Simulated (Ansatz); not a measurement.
# HfSi (model cell, started as CsCl type): a soft mode frozen in

Which phase does HfSi (model cell, started as CsCl type) fall into along its unstable mode, and how much energy does it gain?

Program: Ansatz 0.2.0. Level of theory: DFT LDA, scalar-relativistic, plane waves, PAW. Results are calculated unless marked as measured.

The structure was built from a prototype and need not be the compound's stable phase.

### Step 1. Set-up

Symmetry: Pm-3m, No. 221, cubic system. Conventional cell: a = 3.223 Å, b = 3.223 Å, c = 3.223 Å, α = 90.00°, β = 90.00°, γ = 90.00°. Nearest to Hf lie 8 Si at 2.79 Å. Nearest to Si lie 8 Hf at 2.79 Å. Farther neighbours are not listed.

Coordinates:

```cif
data_structure
_symmetry_space_group_name_H-M 'Pm-3m'
_symmetry_Int_Tables_number 221
_cell_length_a 3.2233
_cell_length_b 3.2233
_cell_length_c 3.2233
_cell_angle_alpha 90.000
_cell_angle_beta 90.000
_cell_angle_gamma 90.000
_cell_volume 33.49
loop_
_atom_site_label
_atom_site_type_symbol
_atom_site_symmetry_multiplicity
_atom_site_Wyckoff_symbol
_atom_site_fract_x
_atom_site_fract_y
_atom_site_fract_z
_atom_site_occupancy
Hf1 Hf 1 a 0.00000 0.00000 0.00000 1
Si1 Si 1 b 0.50000 0.50000 0.50000 1
```

### Step 2. Response at finite wavevector

The cell comes from relaxations at this level that are not shown. Stability and thermal properties need the whole zone. Linear response on a 4×4×4 q mesh gives force constants as far as a supercell of that size would.

File input.yaml:

```yaml
crystal:
  lattice:
    - [3.2232760924, 0.0, 0.0]
    - [0.0, 3.2232760924, 0.0]
    - [0.0, 0.0, 3.2232760924]
  atoms:
    - { symbol: Hf, position: [0.0, 0.0, 0.0] }
    - { symbol: Si, position: [0.5, 0.5, 0.5] }
kpoints:
  mp_grid: { grid: [16, 16, 16] }
hamiltonian:
  xc: lda
scf:
  occupations: { method: methfessel_paxton, width: 0.2 }
output:
  eigenvalues: true
phonons:
  method: dfpt
  qmesh: [4, 4, 4]
  temperatures: { t_max: 1000, t_step: 50 }
  qpath:
    path:
      - [[0.0, 0.0, 0.0], [0.0, 0.5, 0.0], [0.5, 0.5, 0.0], [0.0, 0.0, 0.0], [0.5, 0.5, 0.5], [0.0, 0.5, 0.0]]
      - [[0.5, 0.5, 0.5], [0.5, 0.5, 0.0]]
    npoints: 10
```

Run with:

```
ansatz run input.yaml --threads 4 --pin off --max-ram 7168MiB --backend cpu --events-out ev --progress --plain --runs-dir out
```

Numbers of over 12 decimals in the logs are rounded to 6 here.

The program printed:

```text
Engine: ansatz 0.2.0, aarch64-unknown-linux-gnu
Pseudopotentials: kind: paw
Pseudopotential: Hf, paw, valence charge 26, recommended cutoff 420 eV (normal), Hf.paw.azcp
Pseudopotential: Si, paw, valence charge 4, recommended cutoff 420 eV (normal), Si.paw.azcp
Functional definition: SPW92
  exchange = slater_x
  correlation = pw_c
Crystal: 2 atoms, lattice volume = 33.488 Å³
Basis set: ecut = 420 eV, 691 PW (Γ), exchange–correlation on 48×48×48 points (8 copies of the dense FFT grid, shifted against one another)
Bands: 19, of which v1, the nominal top of the filled ones, is band 15 counted from 1 (14 counted from 0)
Symmetry: 48 space group operations
k-points: 165 of 4096
Non-local potential: Hf, projectors of the file, l = 0: 3, l = 1: 2, l = 2: 2, l = 3: 3
Non-local potential: Si, projectors of the file, l = 0: 2, l = 1: 2, l = 2: 2
PAW form: soft (Blöchl's): semilocal exchange-correlation on the pseudo side does not see the compensation charge
PAW frozen core: Hf, regenerated for the run's functional, and the local potential with it (the file was generated under x = pbe(κ = 0.804, μ = 0.219515), c = pbe(β = 0.066725))
PAW frozen core: Si, regenerated for the run's functional, and the local potential with it (the file was generated under x = pbe(κ = 0.804, μ = 0.219515), c = pbe(β = 0.066725))
PAW one-centre angular grid: Hf, 590 points (default); XC on 64 Gauss nodes
PAW one-centre angular grid: Si, 110 points (default); XC on 64 Gauss nodes
Initial density: superposition of atomic densities (neutral atoms: chi_scale 0, normalization atom), corrected by the library's trained network
Initial wavefunctions: pseudopotential atomic-orbital guess
Functional: x = slater, c = lda
SCF iter   1: F=—  HF=-16086.157872 eV  |F-HF|=—  |Δ(HF+E_count)|=         —  Δρ=7.52e-3  dr2=2.16e-2  ethr=1.77e-3  ⟨swp⟩=4.9  Hψ=13126  notcnv=0
preconditioner: auto → none  [metal: Δε(μ)=0.015 eV  Ē_g=16.642 eV  σ=0.200 eV  W_gap=0.06  n_scr=6 (ndim 8)  ℏωp=34.0 eV  f_vac=0.000  D(μ)=2.45/eV (n_scr^D=26)  sad-step TF]
SCF iter   2: F=—  HF=-16086.154140 eV  |F-HF|=—  |Δ(HF+E_count)|=   3.73e-3  S|Δr|=    0.00e0  Δρ=4.27e-3  dr2=6.05e-3  ethr=7.20e-5  ⟨swp⟩=1.0  Hψ=4466  notcnv=0
SCF iter   3: F=—  HF=-16086.153340 eV  |F-HF|=—  |Δ(HF+E_count)|=   8.00e-4  S|Δr|=    0.00e0  Δρ=1.07e-3  dr2=2.73e-4  ethr=2.02e-5  ⟨swp⟩=2.0  Hψ=4942  notcnv=0
SCF iter   4: F=—  HF=-16086.152696 eV  |F-HF|=—  |Δ(HF+E_count)|=   6.44e-4  S|Δr|=    0.00e0  Δρ=2.79e-4  dr2=2.23e-5  ethr=9.12e-7  ⟨swp⟩=2.1  Hψ=5645  notcnv=0  defer=1
SCF iter   5: F=—  HF=-16086.152702 eV  |F-HF|=—  |Δ(HF+E_count)|=   6.47e-6  S|Δr|=    0.00e0  Δρ=7.24e-5  dr2=1.20e-6  ethr=7.42e-8  ⟨swp⟩=2.0  Hψ=5622  notcnv=0  defer=1
SCF iter   6: F=—  HF=-16086.152702 eV  |F-HF|=—  |Δ(HF+E_count)|=   2.16e-7  S|Δr|=    0.00e0  Δρ=1.80e-5  dr2=1.86e-7  ethr=4.00e-9  ⟨swp⟩=2.0  Hψ=5659  notcnv=0  defer=1
SCF iter   7: F=—  HF=-16086.152702 eV  |F-HF|=—  |Δ(HF+E_count)|=   4.61e-8  S|Δr|=    0.00e0  Δρ=1.02e-6  dr2=2.16e-10  ethr=6.19e-10  ⟨swp⟩=2.0  Hψ=3812  notcnv=0  defer=1
SCF iter   8: F=-16086.152702 eV  HF=-16086.152702 eV  |F-HF|=5.46e-12  |Δ(HF+E_count)|=  1.36e-10  S|Δr|=    0.00e0  Δρ=1.63e-7  dr2=5.43e-12  ethr=1.00e-12  ⟨swp⟩=4.4  Hψ=17026  notcnv=0
the search or the solves at the SCF's close seem to have found levels that the self-consistency loop had missed (the run counts 1). By its estimate they hold under 1e-12 electrons; where the run keeps them, the occupations were computed again with them
SCF 1 converged in 8 iterations: F = -16086.152702 eV  dr2 = 5.43e-12
  greatest PAW one-centre occupation: 0.998 electrons in one spin orbital (limit 2), on the Hf atom at site 0 (counted from 0), in its partial waves of l = 3
Initial density: read from a saved state, or passed on in memory by an earlier SCF of this step, an earlier step, the calling program or the single point that the run made first
iter 1 solved again at ethr=3.74e-9 eV; its pass at ethr=3.10e-3 eV (dr2=1.12e-6 eV) is discarded
SCF iter   1: F=—  HF=-16086.152702 eV  |F-HF|=—  |Δ(HF+E_count)|=         —  Δρ=1.60e-7  dr2=3.93e-12  ethr=3.74e-9  ⟨swp⟩=4.0  Hψ=23700  notcnv=0
eigensolver tolerance schedule: the retry pair's looser diagonalisation over-reported the residual by 286103.60 of it (diagonalisation noise at 0.53 of the residual, at the tolerance the schedule requests for it); recorded, not acted on — ethr = c·dr2/N_el stays at c = 1.0e-1
preconditioner: auto → none  [metal: Δε(μ)=0.008 eV  Ē_g=16.575 eV  σ=0.200 eV  W_gap=0.03  n_scr=6 (ndim 8)  ℏωp=34.0 eV  f_vac=0.000  D(μ)=2.49/eV (n_scr^D=26)]
SCF iter   2: F=-16086.152702 eV  HF=-16086.152702 eV  |F-HF|=5.46e-12  |Δ(HF+E_count)|=  8.20e-10  S|Δr|=    0.00e0  Δρ=5.69e-8  dr2=3.68e-13  ethr=1.00e-12  ⟨swp⟩=6.4  Hψ=14094  notcnv=0
SCF 2 converged in 2 iterations: F = -16086.152702 eV  dr2 = 3.68e-13
phonons: the bands overlap, so this run is a metal and interpolates without the dipole-dipole term. If the crystal is really an insulator or semiconductor, its LO-TO splitting is missing
NSCF: frozen V_eff on 165 k-points
NSCF: frozen V_eff on 405 k-points
DFPT response loops at q = (0, 0, 0) (fractional): preconditioner auto → Kerker (q_TF=auto, 2.679 Å⁻¹) (partly filled bands, converged f_vac=0.000); β = 1.00, the filter's whole step (`scf.mixing.beta` (0.50) is not read by the response loops under this deck's `scf.mixing.preconditioner`; to damp them name `kerker` or `kerker_dos`, under which they read `scf.mixing.beta`, and type it under 1.00, their step now; both keys bind the ground state too); Broyden in place of MSR1
NSCF: frozen V_eff on 2592 k-points
DFPT response loops at q = (0, 0, 0.25) (fractional): mixed as the last ones told, above
NSCF: frozen V_eff on 1458 k-points
DFPT response loops at q = (0, 0, -0.5) (fractional): mixed as the last ones told, above
NSCF: frozen V_eff on 4608 k-points
DFPT response loops at q = (0, 0.25, 0.25) (fractional): mixed as the last ones told, above
NSCF: frozen V_eff on 2592 k-points
DFPT response loops at q = (0, 0.25, -0.5) (fractional): mixed as the last ones told, above
NSCF: frozen V_eff on 1458 k-points
DFPT response loops at q = (0, -0.5, -0.5) (fractional): mixed as the last ones told, above
NSCF: frozen V_eff on 4352 k-points
DFPT response loops at q = (0.25, 0.25, 0.25) (fractional): mixed as the last ones told, above
NSCF: frozen V_eff on 4608 k-points
DFPT response loops at q = (0.25, 0.25, -0.5) (fractional): mixed as the last ones told, above
NSCF: frozen V_eff on 2592 k-points
DFPT response loops at q = (0.25, -0.5, -0.5) (fractional): mixed as the last ones told, above
NSCF: frozen V_eff on 810 k-points
DFPT response loops at q = (-0.5, -0.5, -0.5) (fractional): mixed as the last ones told, above
SCF converged after 8 iterations
Stability not checked: this state was not tested for a lower state beside it, because cold or Methfessel-Paxton smearing, or corrected tetrahedra, fill the levels in a way that the test cannot read (fill_not_monotonic; see scf.lower_state_search)
Free energy (F): -16086.152702 eV
Harris-Foulkes:  -16086.152702 eV  (|F-HF|=5.46e-12)
Internal energy: -16086.150960 eV  (E = F + TS)
E sigma→0 (E₀):  -16086.152267 eV
Entropy (-TS):   -0.001742 eV (-0.871 meV/atom)
Fermi energy:    17.583675 eV
--- Per-component energies (eV) ---
  E_band       = 28.411659
  E_kinetic    = 469.911748
  E_local      = -5805.736526  (includes V_loc(G=0)·N_el)
  E_nonlocal   = -1205.681736
  E_hartree    = 2737.794207
  E_xc         = -354.769985
  E_vxc        = -316.857872  (∫ρ·V_xc dr)
  E_paw        = -7171.960494  (= ΣΔE_a)
  E_vpaw       = 1411.187408  (= ΣTr[D̂ρ^β])
  E_aug_tail   = 0.000005  (compensation charges beyond the density's cutoff)
  E_ewald      = -4758.249752
  E_core_change = 2.541573  (= ΣΔE_core)
  E_smearing   = -0.001742  (= −TS)
  E_closure    = 0.000000  (closes the sum)
  Σ components = -16086.152702   (vs F -16086.152702, Δ=0.00e0)
--- Band table (eV; the first three rows and the last of 165) ---
  k-point 0: bands = [... 11 lower, 6.2285, 15.5915, 15.5915, 19.7303, 19.7303, 19.7303, 21.3995, 21.3995]
  k-point 1: bands = [... 11 lower, 6.2994, 15.5332, 15.6302, 19.4901, 19.4901, 19.5994, 21.4222, 21.6594]
  k-point 2: bands = [... 11 lower, 6.5086, 15.2948, 15.7438, 19.0018, 19.0018, 19.4196, 21.4877, 22.2123]
  k-point 164: bands = [... 11 lower, 12.8150, 12.8150, 12.8150, 13.3304, 21.2456, 21.2456, 21.2456, 24.0866]
--- Phonons (Γ-DFPT): 2 representative perturbations + reference (Σ response iterations 6) ---
  ASR residual: 6.300e-5 → 0.000e0 eV/Å²; symmetrization residual: 7.709e-7 eV/Å²
  ASR residual per site (eV/Å²): 6.30e-5 9.51e-6
  Γ frequencies (cm⁻¹): 0.00 0.00 0.00 224.55 224.55 224.55
--- Phonons (arbitrary-q DFPT): 10 irreducible q on the 4×4×4 mesh ---
  q = [0.0000, 0.0000, 0.0000] (star 1, of the zone-centre solve; hermiticity 3.43e-7, symmetrization 1.07e-12): -0.00 0.00 0.00 224.55 224.55 224.55
  q = [0.0000, 0.0000, 0.2500] (star 6, 4 solved perturbations in 4032 linear systems a pass and spin channel, the states on 1296 of 4096 k-point pairs; hermiticity 1.59e-7, symmetrization 2.96e-13): -70.40 -70.40 4.40 223.20 223.20 240.29
  q = [0.0000, 0.0000, -0.5000] (star 3, 4 solved perturbations in 2268 linear systems a pass and spin channel, the states on 729 of 4096 k-point pairs; hermiticity 2.64e-14, symmetrization 2.73e-12): -68.03 -68.03 106.28 195.73 195.73 212.36
  q = [0.0000, 0.2500, 0.2500] (star 12, 4 solved perturbations in 7056 linear systems a pass and spin channel, the states on 2304 of 4096 k-point pairs; hermiticity 1.75e-7, symmetrization 8.48e-14): -97.05 -43.93 88.01 199.69 219.38 250.17
  q = [0.0000, 0.2500, -0.5000] (star 12, 6 solved perturbations on 1296 of 4096 k-point pairs; hermiticity 5.68e-8, symmetrization 5.74e-14): -36.29 33.30 52.49 199.83 224.43 234.17
  q = [0.0000, -0.5000, -0.5000] (star 3, 4 solved perturbations in 2268 linear systems a pass and spin channel, the states on 729 of 4096 k-point pairs; hermiticity 5.44e-8, symmetrization 6.46e-13): -89.23 -89.23 31.79 147.63 247.18 247.18
  q = [0.2500, 0.2500, 0.2500] (star 8, 2 solved perturbations on 2176 of 4096 k-point pairs; hermiticity 1.52e-7, symmetrization 1.57e-12): -77.63 -77.63 55.80 179.09 220.19 220.19
  q = [0.2500, 0.2500, -0.5000] (star 12, 4 solved perturbations in 7056 linear systems a pass and spin channel, the states on 2304 of 4096 k-point pairs; hermiticity 2.77e-8, symmetrization 2.91e-12): -40.26 -32.34 78.06 192.83 208.22 234.01
  q = [0.2500, -0.5000, -0.5000] (star 6, 4 solved perturbations in 4032 linear systems a pass and spin channel, the states on 1296 of 4096 k-point pairs; hermiticity 5.50e-8, symmetrization 3.96e-13): 49.81 49.81 93.57 182.37 216.72 216.72
  q = [-0.5000, -0.5000, -0.5000] (star 1, 2 solved perturbations on 405 of 4096 k-point pairs; hermiticity 4.81e-14, symmetrization 1.81e-11): 98.29 98.29 98.29 152.10 152.10 152.10
  sum rule: each row above includes the acoustic sum rule's correction from the zone centre's row sums; it moved no ω² by more than (0.31 cm⁻¹)²
  mesh force constants: q→R imaginary residual 6.56e-18; ASR residual 6.300e-5 → 0.000e0 eV/Å²; symmetrization residual 3.553e-15 eV/Å²
  interpolated dispersion: 62 rows × 6 modes
  density of states and harmonic sums: on the 20×20×20 q-mesh, interpolated from the force constants of a 4×4×4 supercell (no non-analytic term)
  largest difference from the sums on the solved wave vectors: F 6.17e-3 eV, S 7.49e-6 and C_V 8.19e-7 eV/K
  zero-point energy: 0.045210 eV/cell   skipped modes (ω ≤ 0): 458, of them read as no rigid motion or as one in doubt: 455 (1.599e0 modes/cell left out, lowest -97.43 cm⁻¹)   left out of the sums: 2.67e-1 of the cell's modes: C_V's classical limit lies that fraction below 3 k_B per atom; for a crystal, a wire or a layer, F and S can be off by more, and a phonons.interpolated_qmesh denser along its periods is the remedy for the sampling
```

The job ended after 11 min (4 threads of Arm Neoverse V2, shared host; peak memory 3.7 GiB).

This step gave:

- volume per atom: 16.74 Å³
- gap on the k-mesh: 0 eV
- sum-rule residual before enforcement: 6.30e-5 eV/Å²
- lowest frequency on the path: -97.05 cm⁻¹
- point group: m-3m
- highest frequency on the path or at a solved wavevector: 250.2 cm⁻¹
- highest optical mode at the zone centre (no LO-TO term): 224.6 cm⁻¹
- lowest optical zone-centre mode: 224.6 cm⁻¹
- lowest mode on the q mesh (acoustic modes at Γ apart): -97.05 cm⁻¹

Frequencies (cm⁻¹) solved at each irreducible wavevector; negative means imaginary. Frequencies by wavevector, by row:

| q in reciprocal lattice units | star | mode 1 | mode 2 | mode 3 | mode 4 | mode 5 | mode 6 |
| --- | --- | --- | --- | --- | --- | --- | --- |
| 0 0 0 | 1 | 0 | 0 | 0 | 224.6 | 224.6 | 224.6 |
| 0 0 0.25 | 6 | -70.4 | -70.4 | 4.4 | 223.2 | 223.2 | 240.3 |
| 0 0 -0.5 | 3 | -68 | -68 | 106.3 | 195.7 | 195.7 | 212.4 |
| 0 0.25 0.25 | 12 | -97 | -43.9 | 88 | 199.7 | 219.4 | 250.2 |
| 0 0.25 -0.5 | 12 | -36.3 | 33.3 | 52.5 | 199.8 | 224.4 | 234.2 |
| 0 -0.5 -0.5 | 3 | -89.2 | -89.2 | 31.8 | 147.6 | 247.2 | 247.2 |
| 0.25 0.25 0.25 | 8 | -77.6 | -77.6 | 55.8 | 179.1 | 220.2 | 220.2 |
| 0.25 0.25 -0.5 | 12 | -40.3 | -32.3 | 78.1 | 192.8 | 208.2 | 234 |
| 0.25 -0.5 -0.5 | 6 | 49.8 | 49.8 | 93.6 | 182.4 | 216.7 | 216.7 |
| -0.5 -0.5 -0.5 | 1 | 98.3 | 98.3 | 98.3 | 152.1 | 152.1 | 152.1 |

Interpolated from a 4×4×4 q mesh. Phonon branches along the path, in cm⁻¹:

| point | branch 1 | branch 2 | branch 3 | branch 4 | branch 5 | branch 6 |
| --- | --- | --- | --- | --- | --- | --- |
| Γ | 0 | 0 | 0 | 224 | 224 | 224 |
| halfway | -70 | -70 | 4 | 223 | 223 | 240 |
| X | -68 | -68 | 106 | 196 | 196 | 212 |
| halfway | -36 | 33 | 52 | 200 | 224 | 234 |
| M | -89 | -89 | 32 | 148 | 247 | 247 |
| halfway | -97 | -44 | 88 | 200 | 219 | 250 |
| Γ | 0 | 0 | 0 | 224 | 224 | 224 |
| halfway | -78 | -78 | 56 | 179 | 220 | 220 |
| R | 98 | 98 | 98 | 152 | 152 | 152 |
| halfway | -40 | -32 | 78 | 193 | 208 | 234 |
| X | -68 | -68 | 106 | 196 | 196 | 212 |
| jump to R | 98 | 98 | 98 | 152 | 152 | 152 |
| halfway | 50 | 50 | 94 | 182 | 217 | 217 |
| M | -89 | -89 | 32 | 148 | 247 | 247 |

The phonon branches as a text plot (rows in cm⁻¹):

```
    243 |   **      *************    **                       ***
    228 |**** *   ***    *    *******  *           *****
    214 |    *******      **** *    *   ***         *** **   *
    200 |      *****      *****      **  ***      ********  *
    185 |           **                  *   *    ***       ***
    171 |             *  *             *     *   *         *  *
    156 |               *                     ***         *    **
    142 |              *
    127 |
    113 |       *                                        *
     98 |      * *                           ******     * ****
     84 |         *        ***         *    **   * **  *   *
     69 |     *    *          *      **    *      *  **     * *
     55 |                 *    *    *   *   *     *          * *
     40 |    *      *** **                         *  *         *
     26 |              *  *     *  *
     11 |   *                    *                   *
     -3 |          *              *        *
    -18 |**         *      **    *                 *
    -32 | **       *             * *     **         *  *
    -46 |  *      * *    *   *  *                   ***
    -61 |       **   *        ***   *                  ***    *
    -75 |   ****      * ***             *                      *
    -90 |              **  *****     ***                        *
         Γ      X      M          Γ            R        X|R     M
```

Symmetry leaves 10 wavevectors to solve. The lowest mode among them, the acoustic zeros apart, lies at q = (0, 0.25, 0.25) and is imaginary, 97.0i cm⁻¹, so the energy falls along it.

### Step 3. The mode frozen in, largest atomic shift 0 Å

The mode followed lies at q = (0, -0.5, -0.5) with frequency 89.2i cm⁻¹ and is 2-fold degenerate, one of the unstable modes though not the softest. At small amplitude the distorted cell has space group no. 10 by a symmetry search on the positions. The undistorted cell that holds it gives the zero of energy on the same k mesh.

System of this step: HfSi (model cell, started as CsCl type). The structure is cubic, space group Pm-3m (No. 221). The conventional cell has a = 3.223 Å, b = 3.223 Å, c = 3.223 Å, α = 90.00°, β = 90.00°, γ = 90.00°. Hf has 8 Si at 2.79 Å nearest. Nearest to Si lie 8 Hf at 2.79 Å. Farther neighbours are not listed.

File input.yaml:

```yaml
crystal:
  lattice:
    - [-3.2232760924, 0.0, 0.0]
    - [0.0, -3.2232760924, -3.2232760924]
    - [0.0, -3.2232760924, 3.2232760924]
  atoms:
    - { symbol: Hf, position: [1.0, 0.5, 0.5] }
    - { symbol: Hf, position: [1.0, 1.0, 1.0] }
    - { symbol: Si, position: [0.5, 0.0, 0.5] }
    - { symbol: Si, position: [0.5, 0.5, 0.0] }
kpoints:
  mp_grid: { grid: [14, 10, 10] }
hamiltonian:
  xc: lda
scf:
  occupations: { method: methfessel_paxton, width: 0.2 }
output:
  forces: true
  stress: true
  eigenvalues: true
```

The program printed:

```text
[...]
Crystal: 4 atoms, lattice volume = 66.977 Å³
Basis set: ecut = 420 eV, 1347 PW (Γ)
Bands: 36, of which v1, the nominal top of the filled ones, is band 30 counted from 1 (29 counted from 0)
Symmetry: 32 space group operations
[...]
k-points: 168 of 1400
[...]
k-point 0: bands = [... 26 lower, 15.3522, 15.5914, 15.5931, 18.9634, 18.9634, 19.7299, 19.7299, 19.7299, ... 2 higher]
  k-point 1: bands = [... 26 lower, 15.5565, 15.6078, 15.9438, 18.8272, 19.0103, 19.2158, 19.4474, 19.8249, ... 2 higher]
  k-point 2: bands = [... 26 lower, 15.4583, 15.5990, 16.7001, 18.3375, 18.5472, 18.9670, 19.1488, 20.0915, ... 2 higher]
  k-point 167: bands = [... 26 lower, 14.6607, 14.6607, 15.3546, 15.3546, 18.9630, 18.9630, 18.9640, 18.9640, ... 2 higher]
[key lines of the parts left out:]
SCF converged after 8 iterations
Free energy (F): -32172.306782 eV
Fermi energy:    17.586929 eV
P = ⅓ Tr σ = -0.0722 GPa (-0.722 kbar)
```

Run time: 5.9 s. Hardware: 4 threads; peak memory 0.56 GiB; 22 s of CPU time.

This step gave:

```yaml
pressure: -0.07217 GPa
energy_from_the_undistorted_cell: 0 meV/atom
```

The run ends at a pressure of -0.07 GPa.

(Part 1 of 3 ends here.)

[Logs are printed without paths, hosts, clocks, repeated set-up lines and the standing remarks that a program may print on its own settings, such as how far it seeks lower states.]

[Hosts, paths, dates, database ids (printed as entryN), source tags and the programs' standing remarks are cut or masked in the printed files.]
